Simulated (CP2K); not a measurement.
Consider dimethyl disulfide at its PBE geometry (Å).

```xyz
10

C     1.8794   -0.3220   -0.1359
S     0.7054    0.4215   -1.3190
S    -0.6313    1.4131   -0.1430
C    -1.8861    0.1540    0.2699
H     2.3568    0.4529    0.4741
H     2.6413   -0.8282   -0.7461
H     1.3853   -1.0628    0.5037
H    -2.3445   -0.2482   -0.6404
H    -2.6503    0.6748    0.8648
H    -1.4560   -0.6551    0.8719
```

Method: CP2K XAS_TDP, all-electron GAPW, PBEh(45%), aug-cc-pVDZ, TDA, GW2X-corrected core level, no relativity.

Q: Where do the C K-edge lines lie, and how strong are they?

Leading lines: C1 289.54 eV. The leading line of an atom is its first one with 35 % of the strongest within 2.5 eV of its lowest line over the strength cut. Core ionisation energies at this level: C1 292.56 eV.

The first six lines of each atom with a strength over 0.0015:

```
                             atom  energy (eV)  states  strength, one atom  above the computed threshold
C1 (bonded to S and 3 H), 2 alike       289.54       1              0.0414                              
                                        290.59       1              0.0069                              
                                        291.07       1              0.0195                              
                                        291.15       1              0.0222                              
                                        291.93       1              0.0045                              
                                        292.10       1              0.0038
```

Lines are vertical, at one geometry, with no vibrational structure. GW2X ionisation energies and lines can be off by 1 to 2 eV either way, and a good line position may hide errors that cancel. These values hold no scalar relativity, about 0.1 eV for C 1s. Rydberg lines, and the discretised continuum above threshold, depend on the basis and the box.

[Banner, clock and machine lines of the logs are left out without a mark of their own.]

[Logs are printed without paths, hosts, clocks, repeated set-up lines and the standing remarks that a program may print on its own settings, such as how far it seeks lower states.]

[Hosts, paths, dates, database ids (printed as entryN), source tags and the programs' standing remarks are cut or masked in the printed files.]
